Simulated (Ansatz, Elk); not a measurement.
# CuSnI6: X-ray structure factors from the self-consistent density

Structure refinements treat a crystal as free atoms side by side. For a made-up structure of CuSnI6 (cell and positions from a PBE relaxation) the runs below show what the calculated density changes in F(hkl).

Main program and level: Elk 11.2.3 (patched build); DFT, PBE, all-electron APW+lo, Dirac cores, scalar-relativistic bands, static density, no spin.

The structure was built from a prototype and need not be the compound's stable phase.

## (1) The starting structure

The structure is trigonal, space group R-3 (No. 148). The conventional cell has a = 7.377 Å, b = 7.377 Å, c = 19.234 Å, α = 90.00°, β = 90.00°, γ = 120.00°. I has 1 Cu at 2.79 Å and 1 Sn at 2.97 Å nearest. Sn has 6 I at 2.97 Å nearest. Cu has 6 I at 2.79 Å nearest. Farther neighbours and most contacts between anions are not listed.

## (2) Ground state and structure factors

An all-electron density is needed, since X-rays see the cores too. Task 0 finds the density and task 195 Fourier-transforms it; tshift is off so that phases refer to the origin typed.

Input file elk.in:

```
tasks
  0
  195

xctype
  20

spinpol
  .false.

rgkmax
  7.0

gmaxvr
  14.0

lmaxo
  7

lmaxapw
  8

swidth
  0.002

tshift
  .false.

ramdisk
  .false.

hmaxvr
  5.5

maxscl
  120

epspot
  1e-06

sppath
  './'

avec
  6.97065463156 4.02450932796 12.11573096341
  -6.97065463156 4.02450932796 12.11573096341
  -0.00000000000 -8.04901865591 12.11573096341

atoms
  3
  'I.in'
  6
  0.2579374245 0.8884323019 0.5940207378   0.000000 0.000000 0.000000
  0.8884323019 0.5940207378 0.2579374245   0.000000 0.000000 0.000000
  0.5940207378 0.2579374245 0.8884323019   0.000000 0.000000 0.000000
  0.7420625755 0.1115676981 0.4059792622   0.000000 0.000000 0.000000
  0.1115676981 0.4059792622 0.7420625755   0.000000 0.000000 0.000000
  0.4059792622 0.7420625755 0.1115676981   0.000000 0.000000 0.000000
  'Sn.in'
  1
  -0.0000000000 -0.0000000000 0.0000000000   0.000000 0.000000 0.000000
  'Cu.in'
  1
  0.5000000000 0.5000000000 0.5000000000   0.000000 0.000000 0.000000

ngridk
  4 4 4
```

The run is started by

```
$ OMP_NUM_THREADS=4 elk
```

Output:

```text
┌─────────────────────────┐
│ Elk code version 11.2.3 │
└─────────────────────────┘

All units are atomic (Hartree, Bohr, etc.)

┌─────────────────────────────────────────────────┐
│ Ground-state run starting from atomic densities │
└─────────────────────────────────────────────────┘

Lattice vectors :
   6.970654632       4.024509328       12.11573096
  -6.970654632       4.024509328       12.11573096
  -0.000000000      -8.049018656       12.11573096

Reciprocal lattice vectors :
  0.4506883241      0.2602050252      0.1728657651
 -0.4506883241      0.2602050252      0.1728657651
 -0.5384433116E-17 -0.5204100504      0.1728657651

Unit cell volume      :    2039.329377
Brillouin zone volume :   0.1216332272

Muffin-tin inner radius fraction :   0.1000000000E-01

Nuclei treated as point charges

Species : 1 (I)
 parameters loaded from : I.in
 name : iodine
 nuclear charge    :   -53.00000000
 electronic charge :    53.00000000
 atomic mass :    231332.6972
 muffin-tin radius :    2.600000000
 number of radial points in muffin-tin :   1193
 inner part over the whole radius :   0.9964907323E-02
 number on inner part of muffin-tin    :    851
 approximate nuclear radius :   0.9002358621E-04
 number of mesh points to nuclear radius :    431
 atomic positions (lattice), magnetic fields (Cartesian) :
  1 :   0.25793742 -0.11156770 -0.40597926    0.00000000  0.00000000  0.00000000
  2 :  -0.11156770 -0.40597926  0.25793742    0.00000000  0.00000000  0.00000000
  3 :  -0.40597926  0.25793742 -0.11156770    0.00000000  0.00000000  0.00000000
  4 :  -0.25793742  0.11156770  0.40597926    0.00000000  0.00000000  0.00000000
  5 :   0.11156770  0.40597926 -0.25793742    0.00000000  0.00000000  0.00000000
  6 :   0.40597926 -0.25793742  0.11156770    0.00000000  0.00000000  0.00000000

Species : 2 (Sn)
 parameters loaded from : Sn.in
 name : tin
 nuclear charge    :   -50.00000000
 electronic charge :    50.00000000
 atomic mass :    216395.0922
 muffin-tin radius :    2.600000000
 number of radial points in muffin-tin :   1193
 inner part over the whole radius :   0.9914297220E-02
 number on inner part of muffin-tin    :    850
 approximate nuclear radius :   0.8828114845E-04
 number of mesh points to nuclear radius :    428
 atomic positions (lattice), magnetic fields (Cartesian) :
  1 :   0.00000000  0.00000000  0.00000000    0.00000000  0.00000000  0.00000000

Species : 3 (Cu)
 parameters loaded from : Cu.in
 name : copper
 nuclear charge    :   -29.00000000
 electronic charge :    29.00000000
 atomic mass :    115837.2717
 muffin-tin radius :    2.400000000
 number of radial points in muffin-tin :    993
 inner part over the whole radius :   0.9893084826E-02
 number on inner part of muffin-tin    :    701
 approximate nuclear radius :   0.7406004541E-04
 number of mesh points to nuclear radius :    336
 atomic positions (lattice), magnetic fields (Cartesian) :
  1 :   0.50000000  0.50000000  0.50000000    0.00000000  0.00000000  0.00000000

Total number of atoms per unit cell :    8
Total muffin-tin volume :    573.2610723
 ratio of muffin-tin to unit cell volume :   0.2811027383

Spin treatment :
 spin-unpolarised

Number of Bravais lattice symmetries :   12
Number of crystal symmetries         :    6
Crystal has inversion symmetry
Real symmetric eigensolver will be used

k-point grid :      4     4     4
k-point offset :    0.000000000       0.000000000       0.000000000
k-point set is reduced with full crystal symmetry group
Total number of k-points :       14

Muffin-tin radius times maximum |G+k| :    7.000000000
 using average radius
Maximum |G+k| for APW functions       :    2.718446602
Maximum (1/2)|G+k|²                   :    3.694975964
Maximum |G| for potential and density :    14.00000000
Constant for pseudocharge density :    9
 order of it for each species :   16  16  16
 order of it for pair densities of each species (exact exchange by exxq0 0: 17) :   10  10   8
Radial integration step length :    1

[...]
electron entropic           :    -0.29272945101146E-02
 total energy                :     -50552.314063984

Density of states at Fermi energy :    239.8420775
 (states/Hartree/unit cell)

Estimated indirect band gap :   0.5922121515E-03
 from k-point 6 to k-point 2
Estimated direct band gap   :   0.4387029710E-02
 at k-point 2

Charges :
 core                        :    258.0000000
 valence                     :    139.0000000
 interstitial                :    16.68668893
 muffin-tins (core leakage)
  species : 1 (I)
[...]
species : 2 (Sn)
[...]
species : 3 (Cu)
[...]
total in muffin-tins        :    380.3133111
 total calculated charge     :    396.9986486
 total charge                :    397.0000000
 error                       :   0.1351364224E-02

RMS change in Kohn-Sham potential (target) :   0.4371048058     (  0.1000000000E-05)
Absolute change in total energy (target)   :    3.494418463     (  0.1000000000E-03)

[... loops 3 to 16 left out ...]

┌──────────────────┐
│ Loop number : 17 │
└──────────────────┘

Energies :
 Fermi                       :     0.83794230823984E-01
 sum of occupied eigenvalues :     -30730.479809420
 electron kinetic            :      53461.058634238
 core electron kinetic       :      51900.917440776
 Coulomb                     :     -102686.68407963
 Coulomb potential           :     -82465.013082424
 nuclear-nuclear             :     -4314.7051131640
 electron-nuclear            :     -114345.93790300
 Hartree                     :      15973.958936533
 Madelung                    :     -61454.177538422
 xc potential                :     -1726.5253612336
 exchange                    :     -1301.6132344701
 correlation                 :     -21.274765400952
 electron entropic           :    -0.31948061680940E-02
 total energy                :     -50548.516640073

Density of states at Fermi energy :    242.9509976
 (states/Hartree/unit cell)

Estimated indirect band gap :   0.1471194441E-02
 from k-point 7 to k-point 8
Estimated direct band gap   :   0.3901293323E-02
 at k-point 8

Charges :
 core                        :    258.0000000
 valence                     :    139.0000000
 interstitial                :    15.83616040
 muffin-tins (core leakage)
  species : 1 (I)
[...]
species : 2 (Sn)
[...]
species : 3 (Cu)
[...]
total in muffin-tins        :    381.1638396
 total calculated charge     :    396.9986475
 total charge                :    397.0000000
 error                       :   0.1352493938E-02

RMS change in Kohn-Sham potential (target) :   0.6486289173E-06 (  0.1000000000E-05)
Absolute change in total energy (target)   :   0.1803560008E-04 (  0.1000000000E-03)

Convergence targets achieved

┌──────────────────┐
│ Loop number : 18 │
└──────────────────┘

Energies :
 Fermi                       :     0.83794259583505E-01
 sum of occupied eigenvalues :     -30730.479808562
 electron kinetic            :      53461.058609405
 core electron kinetic       :      51900.917438818
 Coulomb                     :     -102686.68406952
 Coulomb potential           :     -82465.013102309
 nuclear-nuclear             :     -4314.7051131640
 electron-nuclear            :     -114345.93786181
 Hartree                     :      15973.958905449
 Madelung                    :     -61454.177518365
 xc potential                :     -1726.5253156569
 exchange                    :     -1301.6132326949
 correlation                 :     -21.274765384576
 electron entropic           :    -0.31948050553283E-02
 total energy                :     -50548.516653000

Density of states at Fermi energy :    242.9509377
 (states/Hartree/unit cell)

Estimated indirect band gap :   0.1471204356E-02
 from k-point 7 to k-point 8
Estimated direct band gap   :   0.3901304323E-02
 at k-point 8

Charges :
 core                        :    258.0000000
 valence                     :    139.0000000
 interstitial                :    15.83616110
 muffin-tins (core leakage)
  species : 1 (I)
[...]
atom 6                    :    50.87666389     (  0.1988898973E-03)
  species : 2 (Sn)
   atom 1                    :    47.94297535     (  0.6504258426E-04)
  species : 3 (Cu)
   atom 1                    :    27.96088018     (  0.1564759467E-03)
 total in muffin-tins        :    381.1638389
 total calculated charge     :    396.9986475
 total charge                :    397.0000000
 error                       :   0.1352493873E-02

┌──────────────────────────────┐
│ Self-consistent loop stopped │
└──────────────────────────────┘

Warning : core states of species 1 leak from the muffin-tin :   0.1988898973E-03

Warning : core states of species 3 leak from the muffin-tin :   0.1564759467E-03

Wrote STATE.OUT
```

Elapsed: 3.3 min, on 4 threads of Arm Neoverse N1, shared host; peak memory 0.55 GiB.

SFACRHO.OUT:

```text

h k l indices transformed by vhmat matrix:
   1.000000000       0.000000000       0.000000000    
   0.000000000       1.000000000       0.000000000    
   0.000000000       0.000000000       1.000000000    

      h      k      l  multipl.   |H|            Re(F)            Im(F)           |F|

      0      0      0      1   0.0000000       397.00000      0.11189008E-15   397.00000    
     -1     -1     -1      2  0.51859730       1.5711922     -0.10294166E-13   1.5711922    
      0     -1      0      6  0.54836958       8.0579386     -0.21398718E-13   8.0579386    
      0      1      1      6  0.62478549       94.530179     -0.51987223E-13   94.530179    
     -1     -1     -2      6  0.86541769       51.721847      0.10180828E-12   51.721847    
      0     -1      1      6  0.90137665      -67.883686     -0.89483540E-14   67.883686    
      2      2      1      6   1.0089058       26.351049      0.58819954E-13   26.351049    
      2      2      2      2   1.0371946      -202.16965     -0.19587544E-13   202.16965    
     -1      0     -2      6   1.0399149      -204.64323     -0.64061453E-13   204.64323    
     -1     -2      0      6   1.0399149       256.65505     -0.52648126E-14   256.65505    
      1     -1     -1      6   1.0550777       34.707975     -0.48138270E-14   34.707975    
      0      0     -2      6   1.0967392       26.917024      0.28024452E-13   26.917024    
      2      0      2      6   1.2495710       101.66311     -0.88887993E-13   101.66311    
      2      3      2      6   1.3172216       28.920310      0.10940039E-12   28.920310    
     -1     -3     -1      6   1.3529120       5.7951364     -0.54790933E-13   5.7951364    
      3      1      2      6   1.3741370       159.71658     -0.10640642E-13   159.71658    
      1      3      2      6   1.3741370       211.14200     -0.16823847E-13   211.14200    
      2      0     -1      6   1.3876847      -18.179203      0.20018820E-13   18.179203
```

Elk indexes on the primitive cell of elk.in and gives |H| = 4π sin θ/λ in inverse bohr. Below, one row stands for each form hkl of the conventional cell (m members, Friedel mates merged), F is for one primitive cell and the density is static (no thermal factor). Free-atom factors are Waasmaier and Kirfel's, and R is Σm||F|−|F'||/Σm|F|.

```
   hkl  m  sin θ/λ (Å⁻¹)  abs F, DFT  neutral atoms   diff.     ions   diff.
   003  2          0.078       1.571          1.563  +0.008    0.216  +1.355
   101  6          0.083       8.058          8.060  -0.002    6.859  +1.199
   012  6          0.094      94.530         94.784  -0.253   91.565  +2.965
   104  6          0.130      51.722         52.155  -0.433   50.145  +1.577
   110  6          0.136      67.884         67.506  +0.377   69.448  -1.564
   015  6          0.152      26.351         26.187  +0.164   26.091  +0.260
   006  2          0.156     202.170        201.669  +0.501  202.744  -0.574
2 -1 3  6          0.156     204.643        204.551  +0.092  204.480  +0.163
   113  6          0.156     256.655        256.212  +0.443  256.043  +0.612
   021  6          0.159      34.708         34.590  +0.118   34.557  +0.151
   202  6          0.165      26.917         27.238  -0.321   26.286  +0.631
   024  6          0.188     101.663        101.651  +0.012  101.066  +0.597
   107  6          0.198      28.920         28.680  +0.240   28.931  -0.011
   205  6          0.203       5.795          5.495  +0.300    5.811  -0.015
   116  6          0.207     159.717        160.016  -0.299  159.599  +0.118
2 -1 6  6          0.207     211.142        211.514  -0.372  211.009  +0.133
3 -1 1  6          0.209      18.179         18.337  -0.157   17.959  +0.220
   211  6          0.209      68.595         68.268  +0.326   68.499  +0.096
3 -2 2  6          0.213      78.199         78.580  -0.381   78.382  -0.183
   122  6          0.213      34.387         34.700  -0.313   34.577  -0.189
   018  6          0.222      43.407         43.655  -0.248   43.605  -0.198
   214  6          0.232      38.825         39.232  -0.408   39.269  -0.445
```

The ions are Cu2+, Sn4+ and I−, by formal charge.

## (3) The highest occupied states alone

An energy window below the Fermi level keeps the highest occupied states, to see at which angles they scatter; shallow core shells can lie inside it and anion s states outside. No new self-consistency is needed.

elk.in, as its differences from that of step 2:

```diff
@@ -1,3 +1,2 @@
 tasks
-  0
   195
@@ -40,2 +39,5 @@
 
+wsfac
+  -0.357200 0.383790
+
 sppath
```

The run is started by

```
$ OMP_NUM_THREADS=4 elk
```

Output:

```text
┌─────────────────────────────────┐
│ Elk code version 11.2.3 started │
└─────────────────────────────────┘

Info(readinput): the functional depends on the density's gradient
 muffin-tin radial points multiplied by    2.00000
 (not where nrmtscf is given)

┌────────────────────┐
│ Current task : 195 │
└────────────────────┘

Info(sfacrho): density structure factors written to SFACRHO.OUT

 Energy window :  -0.3572000000      0.3837900000

┌──────────────────┐
│ Elk code stopped │
└──────────────────┘
```

The job ended after 86 s (4 threads; peak memory 0.33 GiB).

States within 12 eV below the Fermi level hold 54.69 electrons; any levels below the window count with the cores, and a count that is not whole means the window cuts a band. Their amplitudes can exceed the total, where window and core parts have opposite phase:

| hkl | sin θ/λ (Å⁻¹) | abs F, window | abs F, all |
| --- | --- | --- | --- |
| 003 | 0.078 | 9.257 | 1.571 |
| 101 | 0.083 | 8.601 | 8.058 |
| 012 | 0.094 | 13.256 | 94.530 |
| 104 | 0.130 | 8.382 | 51.722 |
| 110 | 0.136 | 1.164 | 67.884 |
| 015 | 0.152 | 6.789 | 26.351 |
| 006 | 0.156 | 3.970 | 202.170 |
| 2 -1 3 | 0.156 | 17.506 | 204.643 |
| 113 | 0.156 | 3.936 | 256.655 |
| 021 | 0.159 | 6.431 | 34.708 |

## (4) Another functional

The difference from free atoms is small, so it is set against the change that LDA (Perdew-Wang) makes.

elk.in, as its differences from that of step 3:

```diff
@@ -1,2 +1,3 @@
 tasks
+  0
   195
@@ -4,3 +5,3 @@
 xctype
-  20
+  3
 
@@ -39,5 +40,2 @@
 
-wsfac
-  -0.357200 0.383790
-
 sppath
```

The run is started by

```
$ OMP_NUM_THREADS=4 elk
```

Output:

```text
┌─────────────────────────┐
│ Elk code version 11.2.3 │
└─────────────────────────┘

All units are atomic (Hartree, Bohr, etc.)

┌─────────────────────────────────────────────────┐
│ Ground-state run starting from atomic densities │
└─────────────────────────────────────────────────┘

Lattice vectors :
   6.970654632       4.024509328       12.11573096
  -6.970654632       4.024509328       12.11573096
  -0.000000000      -8.049018656       12.11573096

Reciprocal lattice vectors :
  0.4506883241      0.2602050252      0.1728657651
[...]
species : 2 (Sn)
   atom 1                    :    47.97667991     (  0.6147568054E-04)
  species : 3 (Cu)
   atom 1                    :    27.98406310     (  0.1611991347E-03)
 total in muffin-tins        :    381.1556763
 total calculated charge     :    396.9986588
 total charge                :    397.0000000
 error                       :   0.1341247199E-02

┌──────────────────────────────┐
│ Self-consistent loop stopped │
└──────────────────────────────┘

Warning : core states of species 1 leak from the muffin-tin :   0.1962411147E-03

Warning : core states of species 3 leak from the muffin-tin :   0.1611991347E-03

Wrote STATE.OUT
[key lines of the parts left out:]
total energy                :     -50506.009592341
```

It took 2.1 min on 4 threads; peak memory 0.39 GiB.

Against the first run R = 0.03 %; the largest change is -0.093 at 3 0 12.

## (5) Basis size

The basis and the expansions that go with it are enlarged, to see whether the differences are converged.

elk.in, as its differences from that of step 4:

```diff
@@ -5,3 +5,3 @@
 xctype
-  3
+  20
 
@@ -11,12 +11,12 @@
 rgkmax
-  7.0
+  8.5
 
 gmaxvr
-  14.0
+  18.0
 
 lmaxo
-  7
+  9
 
 lmaxapw
-  8
+  10
```

The run is started by

```
$ OMP_NUM_THREADS=4 elk
```

Output:

```text
┌─────────────────────────┐
│ Elk code version 11.2.3 │
└─────────────────────────┘

All units are atomic (Hartree, Bohr, etc.)

┌─────────────────────────────────────────────────┐
│ Ground-state run starting from atomic densities │
└─────────────────────────────────────────────────┘

Lattice vectors :
   6.970654632       4.024509328       12.11573096
  -6.970654632       4.024509328       12.11573096
  -0.000000000      -8.049018656       12.11573096

Reciprocal lattice vectors :
  0.4506883241      0.2602050252      0.1728657651
[...]
species : 2 (Sn)
   atom 1                    :    47.94843850     (  0.6496943269E-04)
  species : 3 (Cu)
   atom 1                    :    27.97732238     (  0.1565260876E-03)
 total in muffin-tins        :    381.2126341
 total calculated charge     :    396.9984840
 total charge                :    397.0000000
 error                       :   0.1515974605E-02

┌──────────────────────────────┐
│ Self-consistent loop stopped │
└──────────────────────────────┘

Warning : core states of species 1 leak from the muffin-tin :   0.1988286185E-03

Warning : core states of species 3 leak from the muffin-tin :   0.1565260876E-03

Wrote STATE.OUT
[key lines of the parts left out:]
total energy                :     -50548.560818835
```

Elapsed: 8.8 min, on 4 threads; peak memory 1.1 GiB.

Against the first run R = 0.01 %; the largest change is -0.021 at 330.

## (6) Settings against the effect

| run | R against the first run (%) | R against neutral atoms, low angle (%) | wall time |
| --- | --- | --- | --- |
| PBE, rgkmax 7 | 0.00 | 0.33 | 3.3 min |
| LDA (Perdew-Wang) | 0.03 | 0.33 | 2.1 min |
| rgkmax 8.5 with larger expansions | 0.01 | 0.32 | 8.8 min |

## (7) Results

* R against neutral atoms, sin θ/λ < 0.3 Å⁻¹: 0.33 %
* R against neutral atoms, 0.3 to 0.44 Å⁻¹: 0.12 %
* R against ions, below 0.3 Å⁻¹: 0.52 %

In words: Independent neutral atoms miss the calculated amplitudes by R = 0.33 % below 0.3 Å⁻¹ and 0.12 % from there to 0.44 Å⁻¹; by shells, 0.48 % below 0.15 Å⁻¹ (5 forms), 0.32 % 0.15 to 0.3 (43 forms), 0.12 % 0.3 to 0.45 (101 forms). Bonding, aspherical density and the tables' own atoms all enter these figures, and the runs don't part them. The largest change of an amplitude is -0.50 electrons, at 3 -1 4. Weak lines can change much in proportion: 033 goes from 1.30 to 1.53. Formal ions give R = 0.52 % at low angle, further off than neutral atoms. Below 0.3 Å⁻¹ the changes that finished (LDA (Perdew-Wang) and rgkmax 8.5 with larger expansions) move F by R = 0.02 % at most, against the 0.33 % that separates it from free atoms. The k-mesh has no finished test. These runs have no spin, though d or f shells may be open. The electron count is odd, so without spin the run is a metal by force. Part of the difference isn't bonding: the tables are fits to free atoms and ions calculated by other methods than this functional. Thermal motion, anomalous dispersion and extinction are left out.

[Logs are printed without paths, hosts, clocks, repeated set-up lines and the standing remarks that a program may print on its own settings, such as how far it seeks lower states.]

[Hosts, paths, dates, database ids (printed as entryN), source tags and the programs' standing remarks are cut or masked in the printed files.]
